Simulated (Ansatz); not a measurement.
The compound is Rb2CoF6 (started from the K2PtCl6 type) (Fm-3m).

The structure was built from a prototype and need not be the compound's stable phase.

```cif
data_structure
_symmetry_space_group_name_H-M 'P 1'
_symmetry_Int_Tables_number 1
_cell_length_a 5.7353
_cell_length_b 5.7353
_cell_length_c 5.7353
_cell_angle_alpha 60.000
_cell_angle_beta 60.000
_cell_angle_gamma 60.000
_cell_volume 133.40
loop_
_atom_site_label
_atom_site_type_symbol
_atom_site_fract_x
_atom_site_fract_y
_atom_site_fract_z
_atom_site_occupancy
Rb1 Rb 0.25000 0.25000 0.25000 1
Rb2 Rb 0.75000 0.75000 0.75000 1
Co3 Co 0.00000 0.00000 0.00000 1
F4 F 0.21829 0.21829 0.78171 1
F5 F 0.78171 0.78171 0.21829 1
F6 F 0.21829 0.78171 0.21829 1
F7 F 0.78171 0.21829 0.78171 1
F8 F 0.78171 0.21829 0.21829 1
F9 F 0.21829 0.78171 0.78171 1
```

The structure was relaxed with LDA. The structure type comes from a generator and need not be one that this composition takes. The structure was generated from a model, not taken from a measurement. The runs that relaxed it are not among those shown. The program's search for lower electronic states was switched off, so nothing shows that the state found is the lowest. PAW set soft_2, made with PBE.

A constrained-RPA run (Ansatz 0.2.0; non-magnetic LDA; Co d, bands v3 to c2, 4×4×4 mesh, medium accuracy) builds 5 functions on bands 2.5 eV wide, with 5.0 electrons in the window. The bare on-site interaction is 17.5 eV and the bare J 0.53 eV.

Estimate U, U′ and J.

On the Co d shell, U = 5.56 eV (32 % of the bare value), U′ = 4.66 eV, J = 0.40 eV.

The parent state is non-magnetic and the interaction static (zero frequency); U depends on the window and the orbitals, so it belongs to this model alone.

[Paths, hosts, dates, memory and timing lines, banners, echoed tables and standing remarks are left out of the program output.]

[Logs are printed without paths, hosts, clocks, repeated set-up lines and the standing remarks that a program may print on its own settings, such as how far it seeks lower states.]

[Runs of the session that timed out or met a known fault of the program may be left out.]

[Hosts, paths, dates, database ids (printed as entryN), source tags and the programs' standing remarks are cut or masked in the printed files.]
